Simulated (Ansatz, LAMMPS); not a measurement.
# Elastic response of glassy 69SiO2-19Al2O3-6SrO-6Li2O (mol %) (106 atoms), part 4 of 5

Aim: relax glassy 69SiO2-19Al2O3-6SrO-6Li2O (mol %) (106 atoms), then change its volume and shape to read moduli from the stress.

Ansatz 0.2.0; Kohn-Sham DFT, PBE, PAW (set soft_2), plane waves.

The cell: 22 Si, 12 Al, 2 Sr, 4 Li and 66 O. The quench rate of 50 K/ps is orders of magnitude faster than experiment. The starting topology of bonds comes from the classical model. Sampling is at Γ alone.

So far. Step 8 (Volume +6 %): The relaxation converged after 11 steps, 1.30 eV below its start, with a largest force component of 0.042 eV/Å. Step 8 (Volume +6 %): Volume +6 %: the energy stands 0.936 eV above that of the reference, at a pressure of -3.56 GPa.

## Step 9: Volume -10 %

The relaxed cell is scaled to another volume.

input.yaml reads:

```yaml
crystal:
  lattice:
    - [10.61164, 0.17019, 0.0701]
    - [0.17019, 10.68027, 0.21416]
    - [0.0701, 0.21416, 10.93418]
  atoms:
    [... the 106 atom lines of step 4 ...]
kpoints:
  mp_grid: { grid: [1, 1, 1] }
hamiltonian:
  xc: pbe
scf:
  occupations: { method: fixed }
output:
  forces: true
  eigenvalues: true
  stress: true
relax:
  f_tol: 0.05
  max_steps: 70
```

Started as:

```
> ansatz run input.yaml --threads 4 --pin off --max-ram 8192MiB --backend cpu --events-out ev --progress --plain --runs-dir out
```

Numbers of over 12 decimals in the logs are rounded to 6 here.

Output:

```text
[...]
Crystal: 106 atoms, lattice volume = 1238.376 Å³
Basis set: ecut = 420 eV, 24197 PW (Γ), exchange–correlation on 144×144×150 points (8 copies of the dense FFT grid, shifted against one another)
Bands: 382, of which v1, the nominal top of the filled ones, is band 276 counted from 1 (275 counted from 0)
Symmetry: 1 space group operations
[...]
k-points: 1
[...]
SCF iter   1: F=—  HF=-65912.816390 eV  |F-HF|=—  |Δ(HF+E_count)|=         —  Δρ=2.19e-3  dr2=7.27e-2  ethr=1.77e-3  ⟨swp⟩=5.0  Hψ=1496  notcnv=0  defer=103
[...]
SCF iter   5: F=-65912.826913 eV  HF=-65912.826931 eV  |F-HF|=1.80e-5  |Δ(HF+E_count)|=   4.59e-5  Δρ=7.41e-5  dr2=5.81e-5  ethr=4.99e-8  ⟨swp⟩=2.0  Hψ=554  notcnv=0  defer=104
SCF iter   6: F=-65912.826934 eV  HF=-65912.826935 eV  |F-HF|=1.28e-6  |Δ(HF+E_count)|=   3.85e-6  Δρ=2.56e-5  dr2=7.39e-6  ethr=1.05e-8  ⟨swp⟩=15.0  Hψ=2704  notcnv=0
SCF 1 converged in 6 iterations: F = -65912.826934 eV  dr2 = 7.39e-6
[...]
relax step   1: F+E_penalty+E_count = -65912.82693394 eV  Δ(F+E_penalty+E_count) = +0.000e0 eV  max|allowed force component| = 2.134e0 eV/Å  Δτ_max = 0.0000 Å  (6 SCF iters, dr2 threshold 6.25e-5 eV, accepted)
[...]
relax step   2: F+E_penalty+E_count = -65915.32364384 eV  Δ(F+E_penalty+E_count) = -2.497e0 eV  max|allowed force component| = 1.153e0 eV/Å  Δτ_max = 0.0979 Å  (6 SCF iters, dr2 threshold 1.00e-4 eV, accepted)
[...]
relax step   3: F+E_penalty+E_count = -65917.29255284 eV  Δ(F+E_penalty+E_count) = -1.969e0 eV  max|allowed force component| = 5.544e-1 eV/Å  Δτ_max = 0.1950 Å  (6 SCF iters, dr2 threshold 8.31e-5 eV, accepted)
relax step   4: F+E_penalty+E_count = -65917.55035392 eV  Δ(F+E_penalty+E_count) = -2.578e-1 eV  max|allowed force component| = 4.940e-1 eV/Å  Δτ_max = 0.0832 Å  (6 SCF iters, dr2 threshold 7.11e-5 eV, accepted)
relax step   5: F+E_penalty+E_count = -65917.98496740 eV  Δ(F+E_penalty+E_count) = -4.346e-1 eV  max|allowed force component| = 2.862e-1 eV/Å  Δτ_max = 0.2000 Å  (7 SCF iters, dr2 threshold 5.64e-5 eV, accepted)
relax step   6: F+E_penalty+E_count = -65918.11104773 eV  Δ(F+E_penalty+E_count) = -1.261e-1 eV  max|allowed force component| = 2.811e-1 eV/Å  Δτ_max = 0.2000 Å  (6 SCF iters, dr2 threshold 2.75e-5 eV, accepted)
relax step   7: F+E_penalty+E_count = -65918.16386486 eV  Δ(F+E_penalty+E_count) = -5.282e-2 eV  max|allowed force component| = 1.273e-1 eV/Å  Δτ_max = 0.0956 Å  (6 SCF iters, dr2 threshold 2.65e-5 eV, accepted)
relax step   8: F+E_penalty+E_count = -65918.18186175 eV  Δ(F+E_penalty+E_count) = -1.800e-2 eV  max|allowed force component| = 9.950e-2 eV/Å  Δτ_max = 0.0357 Å  (6 SCF iters, dr2 threshold 3.32e-6 eV, accepted)
relax step   9: F+E_penalty+E_count = -65918.19098655 eV  Δ(F+E_penalty+E_count) = -9.125e-3 eV  max|allowed force component| = 6.986e-2 eV/Å  Δτ_max = 0.0198 Å  (8 SCF iters, accepted)
relax step  10: F+E_penalty+E_count = -65918.17247956 eV  Δ(F+E_penalty+E_count) = +1.851e-2 eV  max|allowed force component| = 1.979e-1 eV/Å  Δτ_max = 0.0977 Å  (9 SCF iters, rejected (line search))
[...]
relax step  11: F+E_penalty+E_count = -65918.19897325 eV  Δ(F+E_penalty+E_count) = -7.987e-3 eV  max|allowed force component| = 4.831e-2 eV/Å  Δτ_max = 0.0437 Å  (9 SCF iters, accepted)
SCF converged after 9 iterations
Free energy (F): -65918.198973 eV
[...]
Internal energy: -65918.198973 eV  (E = F + TS)
E sigma→0 (E₀):  -65918.198973 eV
Fermi energy:    5.004321 eV
[...]
Σ components = -65918.198973   (vs F -65918.198973, Δ=0.00e0)
--- Forces (eV/Å), atoms counted from 1 ---
  atom   1  Si    -0.00596293    -0.00092317     0.00048788
  atom   2  Si     0.00452894     0.01645695    -0.02163561
  atom   3  Si     0.01463470    -0.02888298     0.03896807
  atom   4  Si     0.00990057     0.00550166     0.00690060
[...]
atom 106  O     -0.00384910    -0.01227684     0.00759584
  max |Σ_I F_I| component: 6.84e-5 eV/Å
--- Stress (GPa, compression-positive) ---
        6.224703      -0.178184      -0.378343
       -0.178203       7.320333       0.516436
       -0.378347       0.516423       6.543668
  P = ⅓ Tr σ = 6.6962 GPa (66.962 kbar)
--- Band table (eV) ---
[...]
--- Relaxed structure (11 steps of the walk, 10 accepted, 0 SCFs on fresh bases) ---
  F+E_penalty+E_count = -65918.19897325 eV   max|allowed force component| = 4.831e-2 eV/Å
  atoms:
    - { symbol: Si, position: [0.392555, 0.468759, 0.723380] }
    - { symbol: Si, position: [0.017253, 0.558867, 0.891712] }
    - { symbol: Si, position: [0.421239, 0.935992, 0.311736] }
    - { symbol: Si, position: [0.849174, 0.766190, 0.594368] }
[...]
- { symbol: O, position: [0.626018, 0.228011, 0.904295] }
```

Run time: 71 s. Hardware: 4 threads of Intel Xeon Gold 6455B (Sapphire Rapids), shared host; peak memory 1.7 GiB.

The relaxation converged after 11 steps, 5.37 eV below its start, with a largest force component of 0.048 eV/Å.

Volume -10 %: the energy stands 2.82 eV above that of the reference, at a pressure of 6.70 GPa.

## Step 10: Stretched by 1 % along x

The relaxed cell is strained along x alone, which gives the stiffness along x and its coupling to y and z.

input.yaml, the sections that differ from step 9:

```yaml
crystal:
  lattice:
    - [11.10085, 0.17627, 0.07261]
    - [0.17803, 11.06203, 0.22182]
    - [0.07334, 0.22182, 11.32501]
  atoms:
    [... the 106 atom lines of step 4 ...]
# kpoints, hamiltonian, scf, output, relax: as in step 9
```

Output:

```text
[...]
Crystal: 106 atoms, lattice volume = 1389.733 Å³
Basis set: ecut = 420 eV, 27165 PW (Γ), exchange–correlation on 150×150×160 points (8 copies of the dense FFT grid, shifted against one another)
Bands: 382, of which v1, the nominal top of the filled ones, is band 276 counted from 1 (275 counted from 0)
Symmetry: 1 space group operations
[...]
k-points: 1
[...]
SCF iter   1: F=—  HF=-65920.882750 eV  |F-HF|=—  |Δ(HF+E_count)|=         —  Δρ=1.90e-3  dr2=7.07e-2  ethr=1.77e-3  ⟨swp⟩=5.0  Hψ=1492  notcnv=0  defer=104
[...]
SCF iter   6: F=-65920.889478 eV  HF=-65920.889483 eV  |F-HF|=5.43e-6  |Δ(HF+E_count)|=   1.05e-5  Δρ=3.41e-5  dr2=1.43e-5  ethr=1.13e-8  ⟨swp⟩=21.0  Hψ=2630  notcnv=0
SCF 1 converged in 6 iterations: F = -65920.889478 eV  dr2 = 1.43e-5
[...]
relax step   1: F+E_penalty+E_count = -65920.88947797 eV  Δ(F+E_penalty+E_count) = +0.000e0 eV  max|allowed force component| = 3.653e-1 eV/Å  Δτ_max = 0.0000 Å  (6 SCF iters, dr2 threshold 6.25e-5 eV, accepted)
[...]
relax step   2: F+E_penalty+E_count = -65920.93576465 eV  Δ(F+E_penalty+E_count) = -4.629e-2 eV  max|allowed force component| = 2.241e-1 eV/Å  Δτ_max = 0.0323 Å  (6 SCF iters, dr2 threshold 8.34e-6 eV, accepted)
[...]
relax step   3: F+E_penalty+E_count = -65920.96244000 eV  Δ(F+E_penalty+E_count) = -2.668e-2 eV  max|allowed force component| = 1.293e-1 eV/Å  Δτ_max = 0.0214 Å  (6 SCF iters, dr2 threshold 3.14e-6 eV, accepted)
relax step   4: F+E_penalty+E_count = -65920.96683931 eV  Δ(F+E_penalty+E_count) = -4.399e-3 eV  max|allowed force component| = 5.991e-2 eV/Å  Δτ_max = 0.0158 Å  (5 SCF iters, dr2 threshold 5.56e-6 eV, accepted)
[...]
relax step   5: F+E_penalty+E_count = -65920.96885552 eV  Δ(F+E_penalty+E_count) = -2.016e-3 eV  max|allowed force component| = 4.555e-2 eV/Å  Δτ_max = 0.0047 Å  (6 SCF iters, accepted)
SCF converged after 6 iterations
Free energy (F): -65920.968856 eV
[...]
Internal energy: -65920.968856 eV  (E = F + TS)
E sigma→0 (E₀):  -65920.968856 eV
Fermi energy:    3.889446 eV
[...]
--- Forces (eV/Å), atoms counted from 1 ---
  atom   1  Si     0.00448128     0.00422537    -0.00505858
  atom   2  Si     0.03153693     0.02013059     0.02517003
  atom   3  Si     0.01128878     0.00087293     0.00375513
  atom   4  Si     0.00218521    -0.01294520    -0.00054522
  atom   5  Si     0.02049069     0.01805047    -0.00512069
  atom   6  Si    -0.00421318    -0.00149854     0.00628614
  atom   7  Si    -0.00362418     0.00323897     0.00112273
  atom   8  Si    -0.01192869    -0.00144337    -0.01335985
  atom   9  Si     0.01414906    -0.00991553    -0.00059475
  atom  10  Si     0.00616028     0.00402596    -0.00055800
  atom  11  Si     0.00445533     0.00711274     0.01367323
  atom  12  Si    -0.01227045     0.00710631    -0.01571897
  atom  13  Si     0.02043872    -0.02007828    -0.01405665
  atom  14  Si     0.00623248    -0.00624971     0.01934845
[...]
atom 105  O     -0.00584740     0.00310298    -0.00384396
  atom 106  O      0.00521626    -0.00139808    -0.01052890
  max |Σ_I F_I| component: 7.94e-5 eV/Å
--- Stress (GPa, compression-positive) ---
       -1.082319       0.015961       0.018299
        0.015958      -0.492351      -0.024373
        0.018293      -0.024375      -0.392627
  P = ⅓ Tr σ = -0.6558 GPa (-6.558 kbar)
--- Band table (eV) ---
[...]
--- Relaxed structure (5 steps of the walk, 5 accepted, 0 SCFs on fresh bases) ---
  F+E_penalty+E_count = -65920.96885552 eV   max|allowed force component| = 4.555e-2 eV/Å
  atoms:
    - { symbol: Si, position: [0.383841, 0.456323, 0.715506] }
    - { symbol: Si, position: [-0.00105112, 0.558424, 0.890608] }
    - { symbol: Si, position: [0.425222, 0.928764, 0.308522] }
    - { symbol: Si, position: [0.857765, 0.777981, 0.595161] }
[...]
- { symbol: O, position: [0.619223, 0.232144, 0.869235] }
```

It took 33 s on 4 threads; peak memory 1.9 GiB.

The relaxation converged after 5 steps, 0.0794 eV below its start, with a largest force component of 0.046 eV/Å.

Stretched by 1 % along x: the energy stands 0.0463 eV above that of the reference, at a pressure of -0.656 GPa.

## Step 11: Compressed by 1 % along x

The relaxed cell is strained along x alone, which gives the stiffness along x and its coupling to y and z.

input.yaml, the sections that differ from step 10:

```yaml
crystal:
  lattice:
    - [10.88103, 0.17627, 0.07261]
    - [0.17451, 11.06203, 0.22182]
    - [0.07188, 0.22182, 11.32501]
  atoms:
    [... the 106 atom lines of step 4 ...]
# kpoints, hamiltonian, scf, output, relax: as in step 10
```

Output:

```text
[...]
Crystal: 106 atoms, lattice volume = 1362.213 Å³
Basis set: ecut = 420 eV, 26613 PW (Γ), exchange–correlation on 150×150×160 points (8 copies of the dense FFT grid, shifted against one another)
Bands: 382, of which v1, the nominal top of the filled ones, is band 276 counted from 1 (275 counted from 0)
Symmetry: 1 space group operations
[...]
k-points: 1
[...]
SCF iter   1: F=—  HF=-65920.877978 eV  |F-HF|=—  |Δ(HF+E_count)|=         —  Δρ=1.93e-3  dr2=7.16e-2  ethr=1.77e-3  ⟨swp⟩=5.0  Hψ=1488  notcnv=0  defer=104
[...]
SCF iter   6: F=-65920.884292 eV  HF=-65920.884296 eV  |F-HF|=4.51e-6  |Δ(HF+E_count)|=   9.09e-6  Δρ=3.29e-5  dr2=1.31e-5  ethr=1.13e-8  ⟨swp⟩=21.0  Hψ=2588  notcnv=0
SCF 1 converged in 6 iterations: F = -65920.884292 eV  dr2 = 1.31e-5
[...]
relax step   1: F+E_penalty+E_count = -65920.88429188 eV  Δ(F+E_penalty+E_count) = +0.000e0 eV  max|allowed force component| = 3.876e-1 eV/Å  Δτ_max = 0.0000 Å  (6 SCF iters, dr2 threshold 6.25e-5 eV, accepted)
[...]
relax step   2: F+E_penalty+E_count = -65920.93234301 eV  Δ(F+E_penalty+E_count) = -4.805e-2 eV  max|allowed force component| = 2.408e-1 eV/Å  Δτ_max = 0.0291 Å  (6 SCF iters, dr2 threshold 9.39e-6 eV, accepted)
[...]
relax step   3: F+E_penalty+E_count = -65920.96108996 eV  Δ(F+E_penalty+E_count) = -2.875e-2 eV  max|allowed force component| = 1.320e-1 eV/Å  Δτ_max = 0.0211 Å  (6 SCF iters, dr2 threshold 3.62e-6 eV, accepted)
relax step   4: F+E_penalty+E_count = -65920.96355690 eV  Δ(F+E_penalty+E_count) = -2.467e-3 eV  max|allowed force component| = 9.165e-2 eV/Å  Δτ_max = 0.0243 Å  (5 SCF iters, dr2 threshold 5.24e-6 eV, accepted)
relax step   5: F+E_penalty+E_count = -65920.96767359 eV  Δ(F+E_penalty+E_count) = -4.117e-3 eV  max|allowed force component| = 4.944e-2 eV/Å  Δτ_max = 0.0155 Å  (5 SCF iters, dr2 threshold 2.52e-6 eV, accepted)
[...]
relax step   6: F+E_penalty+E_count = -65920.96767480 eV  Δ(F+E_penalty+E_count) = -1.207e-6 eV  max|allowed force component| = 4.939e-2 eV/Å  Δτ_max = 0.0000 Å  (4 SCF iters, accepted)
SCF converged after 4 iterations
Free energy (F): -65920.967675 eV
[...]
Internal energy: -65920.967675 eV  (E = F + TS)
E sigma→0 (E₀):  -65920.967675 eV
Fermi energy:    4.059548 eV
[...]
--- Forces (eV/Å), atoms counted from 1 ---
  atom   1  Si    -0.01269614    -0.01035456     0.00757340
  atom   2  Si    -0.03565022    -0.01777408    -0.02923343
  atom   3  Si    -0.01497063     0.00666080     0.00187124
  atom   4  Si     0.01602102     0.02550611     0.00808801
  atom   5  Si    -0.02486240    -0.02564643    -0.00640692
  atom   6  Si     0.00787668     0.00630962    -0.01669095
  atom   7  Si     0.00204467    -0.00378746    -0.00036891
  atom   8  Si     0.02382823     0.00280903     0.00555875
  atom   9  Si    -0.01151167     0.01265232     0.01707007
  atom  10  Si    -0.00485536    -0.00161668     0.00160746
  atom  11  Si    -0.00798297    -0.01139106    -0.01131659
  atom  12  Si     0.01496483    -0.01177916     0.01033783
  atom  13  Si    -0.01735629     0.02659571     0.02481081
  atom  14  Si    -0.01034455     0.00694018    -0.01636653
[...]
atom 105  O      0.00663140    -0.01023314     0.00588645
  atom 106  O     -0.00923899     0.00055073     0.01065101
  max |Σ_I F_I| component: 5.18e-5 eV/Å
--- Stress (GPa, compression-positive) ---
        1.019484       0.011771      -0.038774
        0.011766       0.494684       0.047431
       -0.038778       0.047428       0.380406
  P = ⅓ Tr σ = 0.6315 GPa (6.315 kbar)
--- Band table (eV) ---
[...]
--- Relaxed structure (6 steps of the walk, 6 accepted, 0 SCFs on fresh bases) ---
  F+E_penalty+E_count = -65920.96767480 eV   max|allowed force component| = 4.939e-2 eV/Å
  atoms:
    - { symbol: Si, position: [0.385688, 0.457341, 0.715623] }
    - { symbol: Si, position: [0.00361572, 0.557915, 0.892417] }
    - { symbol: Si, position: [0.424590, 0.930846, 0.308375] }
    - { symbol: Si, position: [0.855303, 0.776355, 0.595728] }
[...]
- { symbol: O, position: [0.619977, 0.231346, 0.872849] }
```

Elapsed: 37 s, on 4 threads; peak memory 1.9 GiB; 2.3 min of CPU time.

The relaxation converged after 6 steps, 0.0834 eV below its start, with a largest force component of 0.049 eV/Å.

Compressed by 1 % along x: the energy stands 0.0475 eV above that of the reference, at a pressure of 0.632 GPa.

(Part 4 of 5 ends here.)

[Logs are printed without paths, hosts, clocks, repeated set-up lines and the standing remarks that a program may print on its own settings, such as how far it seeks lower states.]

[Hosts, paths, dates, database ids (printed as entryN), source tags and the programs' standing remarks are cut or masked in the printed files.]
